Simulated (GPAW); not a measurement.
# Surface energy and work function of Be(0001) from slabs of 3 to 12 layers (PBE)

How do energy and work function of Be(0001) films settle with thickness, and what surface energy follows?

Set-up. GPAW 26.7.0, plane waves at 450 eV with PAW setups; symmetric 1×1 slabs cut at the tabulated lattice constant (two decimals; low-temperature values for the alkali metals), atoms at bulk places, 7.5 Å of vacuum on each side, one in-plane mesh for all thicknesses, Fermi-Dirac smearing of 0.1 eV. Energies are extrapolated to zero smearing and count from the program's reference atoms. Functional PBE. The cell's area is 4.542 Å².

The runs, one held back:

| layers | energy (eV) | work function (eV) |
| --- | --- | --- |
| 3 | −10.0983 | 5.25 |
| 4 | −13.7878 | 5.30 |
| 5 | −17.4820 | 5.33 |
| 6 | −21.1789 | 5.31 |
| 7 | −24.8746 | 5.31 |
| 8 | −28.5728 | 5.31 |
| 9 | −32.2713 | 5.30 |
| 10 | −35.9721 | 5.31 |
| 11 | −39.6716 | 5.31 |
| 12 | ? | ? |

**Question.** What surface energy do these runs give, and what energy and work function should the 12-layer slab have?

**Working.** A slab of n layers has E(n) = nε + 2Aγ once its middle is bulk-like. A line through n = 6 to 11 has the slope ε = −3.6987 eV a layer and the intercept 2Aγ = 1.0154 eV (r.m.s. residual 1.4 meV). So γ = 1.0154 / (2 × 4.542 Å²) = 0.1118 eV/Å² = 1.79 J/m², with a standard error of under 0.01 J/m² from the scatter about the line. For 12 layers: 1.0154 + 12 × (−3.6987) = −43.369 eV; the run gives −43.372 eV, 2.7 meV under the line. The work function has no such law: from 6 to 11 layers it moves between 5.30 and 5.31 eV (mean 5.31), and the 12-layer slab gives 5.30 eV. The thinnest slab, 3 layers, lies −0.06 eV from that mean.

Caveats: The surfaces are unrelaxed, so γ is an upper bound for this functional and lattice constant. The tabulated lattice constant isn't the functional's own, which strains the slab a little.
